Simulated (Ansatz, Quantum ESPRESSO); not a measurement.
# Thickness dependence of 1T-SnO2, part 6 of 7

Aim: screening, gap and ionisation potential of 1T-SnO2 against the number of layers.

Quantum ESPRESSO 7.5; plane-wave DFT, LDA, GBRV ultrasoft pseudopotentials; geometry by Ansatz 0.2.0 with PAW datasets.

So far. Step 13 (Potential by pp.x, 2 layers): The slope in the vacuum is 0.100 eV/Å for an applied 0.10 V/Å, as it should be. Step 14 (Bands along a path, 2 layers: no field): Along this path the valence top lies between K and Γ and the conduction bottom at Γ.

## (16) Relaxation with Ansatz, 3 layers

Level of this step: plane-wave DFT, PBE-D3(BJ), Ansatz PAW (Ansatz 0.2.0).

System of this step: 1T-SnO2, 3 layers, AA stacking. The cell holds 9 atoms: 6 O and 3 Sn. Cell: a = 3.220 Å, b = 3.220 Å, c = 28.967 Å, α = 90.0°, β = 90.0°, γ = 120.0°. It derives from SnO2. Vacuum lies along c.

Contents of input.yaml:

```yaml
crystal:
  lattice:
    - [3.22, 0.0, 0.0]
    - [-1.61, 2.7886018002, 0.0]
    - [0.0, 0.0, 28.966563146]
  atoms:
    - { symbol: O, position: [0.6666666667, 0.3333333333, 0.2934417852] }
    - { symbol: Sn, position: [0.0, 0.0, 0.3243197042] }
    - { symbol: O, position: [0.3333333333, 0.6666666667, 0.3551976232] }
    - { symbol: O, position: [0.6666666667, 0.3333333333, 0.469122081] }
    - { symbol: Sn, position: [0.0, 0.0, 0.5] }
    - { symbol: O, position: [0.3333333333, 0.6666666667, 0.530877919] }
    - { symbol: O, position: [0.6666666667, 0.3333333333, 0.6448023768] }
    - { symbol: Sn, position: [0.0, 0.0, 0.6756802958] }
    - { symbol: O, position: [0.3333333333, 0.6666666667, 0.7065582148] }
kpoints:
  mp_grid: { grid: [12, 12, 1] }
hamiltonian:
  xc: pbe
  dispersion: d3bj
scf:
  occupations: { method: fermi_dirac, width: 0.05 }
  convergence: { dr2_threshold: 1.0e-08 }
efield:
  axis: 3
  dipole_correction: true
  ramp_position: 0.97
  ramp_width: 0.04
relax:
  f_tol: 0.01
  cell: { fix: [c, alpha, beta] }
output:
  write_potential: true
  write_density: true
  volumetric_format: npy
```

Command:

```
> ansatz run input.yaml --threads 4 --pin off --max-ram 8192MiB --backend cpu --events-out ev --progress --plain --runs-dir out
```

Numbers of over 12 decimals in the logs are rounded to 6 here.

The log of the run:

```text
[...]
Crystal: 9 atoms, lattice volume = 260.099 Å³
Basis set: ecut = 420 eV, 5161 PW (Γ), exchange–correlation on 48×48×400 points (8 copies of the dense FFT grid, shifted against one another)
Bands: 48, of which v1, the nominal top of the filled ones, is band 39 counted from 1 (38 counted from 0)
Symmetry: 6 space group operations
k-points: 19 of 144 (time reversal used)
[...]
SCF iter   1: F=—  HF=-21476.297296 eV  |F-HF|=—  |Δ(HF+E_count)|=         —  Δρ=1.58e-3  dr2=7.36e-3  ethr=1.77e-3  p=-0.000 e·Å  D=-3.47e-5 V/Å  ΔV_dip=0.00 eV  dr2_dipole=9.03e-7  V_vac-E_F(+/−)=6.50/6.50 eV  ⟨swp⟩=8.6  Hψ=4495  notcnv=0  defer=2
[...]
SCF iter   8: F=-21476.298932 eV  HF=-21476.298932 eV  |F-HF|=4.93e-9  |Δ(HF+E_count)|=   1.09e-7  Δρ=1.47e-6  dr2=5.65e-9  ethr=1.28e-11  p=0.000 e·Å  D=4.62e-6 V/Å  ΔV_dip=-0.00 eV  dr2_dipole=4.61e-10  V_vac-E_F(+/−)=6.49/6.49 eV  ⟨swp⟩=10.5  Hψ=6864  notcnv=0
SCF 1 converged in 8 iterations: F = -21476.298932 eV  dr2 = 5.65e-9
[...]
relax step   1: F+E_penalty+E_count = -21476.29893172 eV  Δ(F+E_penalty+E_count) = +0.000e0 eV  max|allowed force component| = 1.732e0 eV/Å  Δτ_max = 0.0000 Å  P = +5.011 GPa  Ω = 260.099 Å³  fix = [c, alpha, beta]  reactions: c +5.113 GPa  (8 SCF iters, accepted)
Crystal: 9 atoms, lattice volume = 254.304 Å³
Basis set: ecut = 420 eV, 5017 PW (Γ), exchange–correlation on 48×48×400 points (8 copies of the dense FFT grid, shifted against one another)
[...]
SCF iter  10: F=-21476.903230 eV  HF=-21476.903230 eV  |F-HF|=2.76e-10  |Δ(HF+E_count)|=   5.58e-9  Δρ=4.86e-7  dr2=3.34e-10  ethr=1.28e-11  p=0.000 e·Å  D=8.45e-7 V/Å  ΔV_dip=-0.00 eV  dr2_dipole=1.81e-12  V_vac-E_F(+/−)=7.06/7.06 eV  ⟨swp⟩=10.3  Hψ=6449  notcnv=0
SCF 2 converged in 10 iterations: F = -21476.903230 eV  dr2 = 3.34e-10
[...]
relax step   2: F+E_penalty+E_count = -21476.90323002 eV  Δ(F+E_penalty+E_count) = -6.043e-1 eV  max|allowed force component| = 5.235e-2 eV/Å  Δτ_max = 0.1924 Å  P = +0.892 GPa  Ω = 254.304 Å³  energy of the carried Pulay correction = +1.362e-2 eV  fix = [c, alpha, beta]  reactions: c -0.557 GPa  (10 SCF iters, accepted)
Crystal: 9 atoms, lattice volume = 260.109 Å³
[...]
SCF iter   9: F=-21476.937692 eV  HF=-21476.937692 eV  |F-HF|=1.59e-9  |Δ(HF+E_count)|=   2.52e-8  Δρ=1.21e-6  dr2=3.33e-9  ethr=1.28e-11  p=-0.000 e·Å  D=-1.80e-7 V/Å  ΔV_dip=0.00 eV  dr2_dipole=2.11e-10  V_vac-E_F(+/−)=7.05/7.05 eV  ⟨swp⟩=10.9  Hψ=7099  notcnv=0
SCF 3 converged in 9 iterations: F = -21476.937692 eV  dr2 = 3.33e-9
relax step   3: F+E_penalty+E_count = -21476.93769245 eV  Δ(F+E_penalty+E_count) = -3.446e-2 eV  max|allowed force component| = 2.399e-2 eV/Å  Δτ_max = 0.1947 Å  P = -0.345 GPa  Ω = 260.109 Å³  energy of the carried Pulay correction = -2.196e-5 eV  fix = [c, alpha, beta]  reactions: c -0.363 GPa  (9 SCF iters, accepted)
[...]
relax step   4: F+E_penalty+E_count = -21476.95435514 eV  Δ(F+E_penalty+E_count) = -1.666e-2 eV  max|allowed force component| = 3.522e-2 eV/Å  Δτ_max = 0.1950 Å  P = -0.230 GPa  Ω = 259.943 Å³  energy of the carried Pulay correction = +3.637e-4 eV  fix = [c, alpha, beta]  reactions: c -0.190 GPa  (10 SCF iters, accepted)
[...]
relax step   5: F+E_penalty+E_count = -21476.95686946 eV  Δ(F+E_penalty+E_count) = -2.514e-3 eV  max|allowed force component| = 4.000e-2 eV/Å  Δτ_max = 0.0374 Å  P = +0.118 GPa  Ω = 259.284 Å³  energy of the carried Pulay correction = +1.898e-3 eV  fix = [c, alpha, beta]  reactions: c +0.074 GPa  (8 SCF iters, accepted)
[...]
relax step   6: F+E_penalty+E_count = -21476.95648737 eV  Δ(F+E_penalty+E_count) = +3.821e-4 eV  max|allowed force component| = 8.241e-3 eV/Å  Δτ_max = 0.0225 Å  P = -0.019 GPa  Ω = 259.554 Å³  energy of the carried Pulay correction = +1.268e-3 eV  fix = [c, alpha, beta]  reactions: c -0.006 GPa  (8 SCF iters, accepted)
[...]
SCF iter   3: F=-21476.955288 eV  HF=-21476.955288 eV  |F-HF|=6.01e-9  |Δ(HF+E_count)|=   2.60e-8  Δρ=2.82e-6  dr2=2.97e-9  ethr=1.28e-11  p=0.000 e·Å  D=1.67e-6 V/Å  ΔV_dip=-0.00 eV  dr2_dipole=8.42e-14  V_vac-E_F(+/−)=7.05/7.05 eV  ⟨swp⟩=17.3  Hψ=7727  notcnv=0
SCF 7 converged in 3 iterations: F = -21476.955288 eV  dr2 = 2.97e-9
relax step   7: F+E_penalty+E_count = -21476.95528834 eV  Δ(F+E_penalty+E_count) = +1.199e-3 eV  max|allowed force component| = 8.301e-3 eV/Å  Δτ_max = 0.0000 Å  P = -0.029 GPa  Ω = 259.554 Å³  fix = [c, alpha, beta]  reactions: c -0.007 GPa  stress off target by 4.04e-2 GPa on what of the cell is left free  SCF on the basis re-selected at this cell (its energy is not comparable with the rows above)  (3 SCF iters)
[...]
SCF converged after 3 iterations
Free energy (F): -21476.955288 eV
[...]
Internal energy: -21476.955288 eV  (E = F + TS)
E sigma→0 (E₀):  -21476.955288 eV
Fermi energy:    0.126010 eV
Dipole field:    D = 0.000002 V/Å  (p = 0.000003 e·Å, saw-weighted, corrected)
Work function:   Φ+ = 7.0542 eV   Φ− = 7.0543 eV
[...]
--- Forces (eV/Å), atoms counted from 1 ---
  atom   1  O      0.00000000    -0.00000000     0.00301651
  atom   2  Sn     0.00000000     0.00000000    -0.00066122
  atom   3  O      0.00000000     0.00000000    -0.00576145
  atom   4  O      0.00000000    -0.00000000     0.00829747
  atom   5  Sn    -0.00000000     0.00000000    -0.00000732
  atom   6  O      0.00000000     0.00000000    -0.00830144
  atom   7  O      0.00000000    -0.00000000     0.00577044
  atom   8  Sn     0.00000000    -0.00000000     0.00066346
  atom   9  O      0.00000000     0.00000000    -0.00301647
  max |Σ_I F_I| component: 3.70e-8 eV/Å
--- Stress (GPa, compression-positive) ---
       -0.040423      -0.000000       0.000000
        0.000000      -0.040423       0.000000
        0.000000       0.000000      -0.006763
  P = ⅓ Tr σ = -0.0292 GPa (-0.292 kbar)
--- Band table (eV; the first three rows and the last of 19) ---
  k-point 0: bands = [... 35 lower, -1.8623, -1.8623, -1.7608, -1.2653, 1.1044, 1.6088, 2.1400, 4.5763, ... 5 higher]
  k-point 1: bands = [... 35 lower, -1.7700, -1.7362, -1.5021, -1.1676, 1.5171, 1.9293, 2.3850, 4.8153, ... 5 higher]
  k-point 2: bands = [... 35 lower, -1.6474, -1.6237, -1.3428, -1.0854, 2.4147, 2.6718, 2.9698, 5.3674, ... 5 higher]
  k-point 18: bands = [... 35 lower, -1.3283, -1.3283, -1.1385, -1.1385, 5.1041, 5.1372, 5.1673, 8.1796, ... 5 higher]
--- Relaxed structure (6 steps of the walk, 6 accepted, 1 SCFs on fresh bases) ---
[...]
cell:  # Å, volume = 259.5541 Å³
    - [3.216623, 0, 0]
    - [-1.608311, 2.785677, 0]
    - [0, 0, 28.966563146]
  atoms:
    - { symbol: O, position: [0.666667, 0.333333, 0.305966] }
    - { symbol: Sn, position: [2.2442466034971315e-17, 6.412133152848958e-18, 0.341000] }
    - { symbol: O, position: [0.333333, 0.666667, 0.375935] }
    - { symbol: O, position: [0.666667, 0.333333, 0.465084] }
    - { symbol: Sn, position: [0, 0, 0.500000] }
    - { symbol: O, position: [0.333333, 0.666667, 0.534916] }
    - { symbol: O, position: [0.666667, 0.333333, 0.624064] }
    - { symbol: Sn, position: [-2.2442868819728394e-17, -6.4122482342081105e-18, 0.659000] }
    - { symbol: O, position: [0.333333, 0.666667, 0.694034] }
```

Wall time 32 s (4 threads of Arm Neoverse V2, shared host); peak memory 0.7 GiB; 2.1 min of CPU time.

Step by step:

```tsv
step	energy less that of the first step (eV)	largest force component (eV/Å)	pressure (GPa)	volume (Å³)
1	0.0000	1.7318	5.01	260.10
2	-0.6043	0.0524	0.89	254.30
3	-0.6388	0.0240	-0.34	260.11
4	-0.6554	0.0352	-0.23	259.94
5	-0.6579	0.0400	0.12	259.28
6	-0.6576	0.0082	-0.02	259.55
7*	-0.6564	0.0083	-0.03	259.55
```

Relaxation steps marked * repeat the geometry before them on a plane-wave basis chosen anew for their cell, so energy and pressure can jump there.

Forces are held to the 6 operations that the run works with; a distortion that breaks them can't arise in this run.

```tsv
cell as run	before	after	change
a (Å)	3.220	3.217	-0.1 %
b (Å)	3.220	3.217	-0.1 %
```

The atoms that moved most (Å, along periodic axes as changes of fractional coordinates times the final cell, across vacuum about the mean position):

```tsv
atom	dx	dy	dz	length
O7	0.000	0.000	-0.601	0.601
O3	0.000	0.000	0.601	0.601
Sn8	0.000	0.000	-0.483	0.483
Sn2	0.000	0.000	0.483	0.483
O9	0.000	0.000	-0.363	0.363
O1	0.000	0.000	0.363	0.363
O6	0.000	0.000	0.117	0.117
O4	0.000	0.000	-0.117	0.117
```

Read from the output:

| Item | Value |
| --- | --- |
| free energy | -21476.9553 eV |
| Fermi energy | 0.1260 eV |
| gap by band count | 2.168 eV |
| dipole along the normal | 2.89e-6 e·Å |
| vacuum level at the upper face over a Fermi level inside the gap | 7.054 eV |
| vacuum level at the lower face over a Fermi level inside the gap | 7.054 eV |

## (17) SCF with pw.x, 3 layers: no field

Level of this step: plane-wave DFT, LDA, GBRV ultrasoft pseudopotentials (Quantum ESPRESSO 7.5).

Contents of n3.f0.in:

```
&control
  prefix = 'n3.f0'
  outdir = './out'
  pseudo_dir = './pseudo'
  calculation = 'scf'
  tprnfor = .true.
  tefield = .true.
  dipfield = .true.
/
&system
  ibrav = 0
  nat = 9
  ntyp = 2
  ecutwfc = 40
  ecutrho = 200
  occupations = 'smearing'
  smearing = 'fd'
  degauss = 0.004
  edir = 3
  emaxpos = 0.97
  eopreg = 0.04
  eamp = 0.0
  nbnd = 43
/
&electrons
  conv_thr = 1e-09
  mixing_beta = 0.4
  electron_maxstep = 120
  mixing_mode = 'plain'
/
ATOMIC_SPECIES
  O   15.9990  o_lda_v1.2.uspp.F.UPF
  Sn  118.7100  sn_lda_v1.4.uspp.F.UPF
CELL_PARAMETERS angstrom
  3.21662257216921 -0.00000000000000 0.00000000000000
  -1.60831128608461 2.78567686188498 -0.00000000000000
  0.00000000000000 0.00000000000000 28.96656314600000
ATOMIC_POSITIONS crystal
  O   0.666666666667 0.333333333333 0.305965675807
  Sn  0.000000000000 0.000000000000 0.340999974764
  O   0.333333333333 0.666666666667 0.375935417356
  O   0.666666666667 0.333333333333 0.465084158500
  Sn  0.000000000000 0.000000000000 0.500000300109
  O   0.333333333333 0.666666666667 0.534916439832
  O   0.666666666667 0.333333333333 0.624064279914
  Sn  -0.000000000000 -0.000000000000 0.658999725868
  O   0.333333333333 0.666666666667 0.694034027850
K_POINTS automatic
  12 12 1 0 0 0
```

Command:

```
> OMP_NUM_THREADS=1 mpirun -n 4 pw.x -nk 4 -in n3.f0.in > n3.f0.out
```

The log of the run:

```text
[banner, memory and clock lines left out]
Program PWSCF v.7.5 starts
[...]
number of electrons       =        78.00
     number of Kohn-Sham states=           43
     kinetic-energy cutoff     =      40.0000  Ry
     charge density cutoff     =     200.0000  Ry
[...]
number of k points=    74  Fermi-Dirac smearing, width (Ry)=  0.0040
[...]
Dense  grid:    83893 G-vectors     FFT dimensions: (  27,  27, 250)
[...]
negative rho (up, down):  3.946E-04 0.000E+00
[...]
Starting wfcs are   51 randomized atomic wfcs
[...]
negative rho (up, down):  1.067E-04 0.000E+00
[...]
estimated scf accuracy    <       2.44544644 Ry
[...]
negative rho (up, down):  1.394E-04 0.000E+00
[...]
estimated scf accuracy    <       0.23527312 Ry
[...]
negative rho (up, down):  2.493E-04 0.000E+00
[...]
estimated scf accuracy    <       0.04125603 Ry
[...]
negative rho (up, down):  3.422E-04 0.000E+00
[...]
estimated scf accuracy    <       0.00514484 Ry
[...]
negative rho (up, down):  3.249E-04 0.000E+00
[...]
estimated scf accuracy    <       0.00181948 Ry
[...]
negative rho (up, down):  3.324E-04 0.000E+00
[...]
estimated scf accuracy    <       0.00044056 Ry
[...]
negative rho (up, down):  3.330E-04 0.000E+00
[...]
estimated scf accuracy    <       0.00016224 Ry
[...]
negative rho (up, down):  3.326E-04 0.000E+00
[...]
estimated scf accuracy    <       0.00003711 Ry
[...]
negative rho (up, down):  3.335E-04 0.000E+00
[...]
estimated scf accuracy    <       0.00000341 Ry
[...]
negative rho (up, down):  3.338E-04 0.000E+00
[...]
estimated scf accuracy    <       0.00000037 Ry
[...]
negative rho (up, down):  3.340E-04 0.000E+00
[...]
estimated scf accuracy    <       0.00000003 Ry
[...]
negative rho (up, down):  3.341E-04 0.000E+00
[...]
Total length         52.5493 bohr
[...]
estimated scf accuracy    <          4.7E-09 Ry
[...]
negative rho (up, down):  3.344E-04 0.000E+00
[...]
Computed dipole along edir(3) :
        Dipole                0.0000 Ry au,          0.0001 Debye
        Dipole field          0.0000 Ry au,
        Potential amp.       -0.0000 Ry
        Total length         52.5493 bohr
[...]
the Fermi energy is    -0.2815 ev
!    total energy              =    -670.50427798 Ry
     estimated scf accuracy    <          4.1E-10 Ry
     smearing contrib. (-TS)   =      -0.00000000 Ry
     internal energy E=F+TS    =    -670.50427798 Ry
[...]
one-electron contribution =   -6645.25751180 Ry
     hartree contribution      =    3353.97016208 Ry
     xc contribution           =    -170.68283892 Ry
     ewald contribution        =    2791.46591066 Ry
     electric field correction =       0.00000000 Ry
     convergence has been achieved in  13 iterations
     negative rho (up, down):  3.344E-04 0.000E+00
[...]
Total force =     0.050113     Total SCF correction =     0.000078
[...]
```

The job ended after 2.3 min (4 MPI ranks; peak memory 0.94 GiB).

This step gave:

* free energy: -9122.6754 eV
* Fermi energy: -0.2815 eV
* dipole along the normal: 2.08e-5 e·Å
* valence top, on the run's zero: -1.403 eV
* conduction bottom, on the run's zero: 0.6091 eV
* gap by band count: 2.012 eV

## (18) Electrostatic potential, 3 layers

Contents of n3.f0.pot.in:

```
&inputpp
  prefix = 'n3.f0'
  outdir = './out'
  filplot = 'n3.f0.pot.dat'
  plot_num = 11
/
```

Command:

```
> OMP_NUM_THREADS=1 mpirun -n 4 pp.x -in n3.f0.pot.in > n3.f0.pot.out
```

Elapsed: 0.89 s, on 4 MPI ranks; peak memory 0.11 GiB.

Numbers from this step:

| Item | Value |
| --- | --- |
| slope of the potential above | 2.84e-6 eV/Å |
| upper vacuum line continued to the top atoms, over the valence top | 8.584 eV |
| slope of the potential below | -4.53e-6 eV/Å |
| lower vacuum line continued to the bottom atoms, over the valence top | 8.585 eV |
| vacuum level at the upper face over the valence top of the mesh | 8.584 eV |
| vacuum level at the lower face over the valence top of the mesh | 8.585 eV |

## (19) Self-consistent run, 3 layers: field 0.1 V/Å

n3.f1.in is the input of step 17 with these lines changed:

```diff
@@ -1,3 +1,3 @@
 &control
-  prefix = 'n3.f0'
+  prefix = 'n3.f1'
   outdir = './out'
@@ -21,3 +21,3 @@
   eopreg = 0.04
-  eamp = 0.0
+  eamp = 0.00194469
   nbnd = 43
@@ -29,2 +29,3 @@
   mixing_mode = 'plain'
+  startingpot = 'file'
 /
```

Command:

```
> cp -r out/n3.f0.save out/n3.f1.save
> OMP_NUM_THREADS=1 mpirun -n 4 pw.x -nk 4 -in n3.f1.in > n3.f1.out
```

The log of the run:

```text
[banner, memory and clock lines left out]
Program PWSCF v.7.5 starts
[...]
number of electrons       =        78.00
     number of Kohn-Sham states=           43
     kinetic-energy cutoff     =      40.0000  Ry
     charge density cutoff     =     200.0000  Ry
[...]
number of k points=    74  Fermi-Dirac smearing, width (Ry)=  0.0040
[...]
Dense  grid:    83893 G-vectors     FFT dimensions: (  27,  27, 250)
[...]
The initial density is read from file :
[...]
negative rho (up, down):  3.344E-04 0.000E+00
[...]
Starting wfcs are   51 randomized atomic wfcs
[...]
negative rho (up, down):  3.339E-04 0.000E+00
[...]
estimated scf accuracy    <       0.00318379 Ry
[...]
negative rho (up, down):  3.340E-04 0.000E+00
[...]
estimated scf accuracy    <       0.00625410 Ry
[...]
negative rho (up, down):  3.342E-04 0.000E+00
[...]
estimated scf accuracy    <       0.00003377 Ry
[...]
negative rho (up, down):  3.342E-04 0.000E+00
[...]
estimated scf accuracy    <       0.00003985 Ry
[...]
negative rho (up, down):  3.342E-04 0.000E+00
[...]
estimated scf accuracy    <       0.00000440 Ry
[...]
negative rho (up, down):  3.343E-04 0.000E+00
[...]
estimated scf accuracy    <       0.00000007 Ry
[...]
negative rho (up, down):  3.343E-04 0.000E+00
[...]
estimated scf accuracy    <       0.00000006 Ry
[...]
negative rho (up, down):  3.343E-04 0.000E+00
[...]
estimated scf accuracy    <          4.1E-09 Ry
[...]
negative rho (up, down):  3.343E-04 0.000E+00
[...]
Computed dipole along edir(3) :
        Dipole                0.0857 Ry au,          0.2178 Debye
        Dipole field          0.0006 Ry au,
        E field amplitude [Ha a.u.]:  1.9447E-03
        Potential amp.        0.1398 Ry
        Total length         52.5493 bohr
[...]
the Fermi energy is    -0.2441 ev
!    total energy              =    -670.50444449 Ry
     estimated scf accuracy    <          8.4E-10 Ry
     smearing contrib. (-TS)   =      -0.00000000 Ry
     internal energy E=F+TS    =    -670.50444449 Ry
[...]
one-electron contribution =   -6645.25569632 Ry
     hartree contribution      =    3353.96844127 Ry
     xc contribution           =    -170.68281950 Ry
     ewald contribution        =    2791.46591066 Ry
     electric field correction =      -0.00028059 Ry
     convergence has been achieved in   9 iterations
     negative rho (up, down):  3.343E-04 0.000E+00
[...]
Total force =     0.050427     Total SCF correction =     0.000170
[...]
```

Wall time 2 min (4 MPI ranks); peak memory 0.94 GiB; 8.1 min of CPU time.

Read from the output:

* free energy: -9122.6777 eV
* Fermi energy: -0.2441 eV
* dipole along the normal: 0.04534 e·Å
* valence top, on the run's zero: -1.325 eV
* conduction bottom, on the run's zero: 0.6057 eV
* gap by band count: 1.931 eV

## (20) Electrostatic potential, 3 layers

Contents of n3.f1.pot.in:

```
&inputpp
  prefix = 'n3.f1'
  outdir = './out'
  filplot = 'n3.f1.pot.dat'
  plot_num = 11
/
```

Command:

```
> OMP_NUM_THREADS=1 mpirun -n 4 pp.x -in n3.f1.pot.in > n3.f1.pot.out
```

Run time: 0.89 s. Hardware: 4 MPI ranks; peak memory 0.11 GiB; 3.2 s of CPU time.

This step gave:

```
slope of the potential above                                          : 0.1000 eV/Å
upper vacuum line continued to the top atoms, over the valence top    : 8.630 eV
slope of the potential below                                          : 0.10000 eV/Å
lower vacuum line continued to the bottom atoms, over the valence top : 8.422 eV
```

The slope in the vacuum is 0.100 eV/Å for an applied 0.10 V/Å, as it should be.

[end of part 6 of 7]

[Logs are printed without paths, hosts, clocks, repeated set-up lines and the standing remarks that a program may print on its own settings, such as how far it seeks lower states.]

[Hosts, paths, dates, database ids (printed as entryN), source tags and the programs' standing remarks are cut or masked in the printed files.]

[Maps of the electrostatic potential energy from Ansatz leave out the sawtooth potential of an applied field or a dipole correction, so their vacuum need not be flat; planar profiles and work functions include it.]
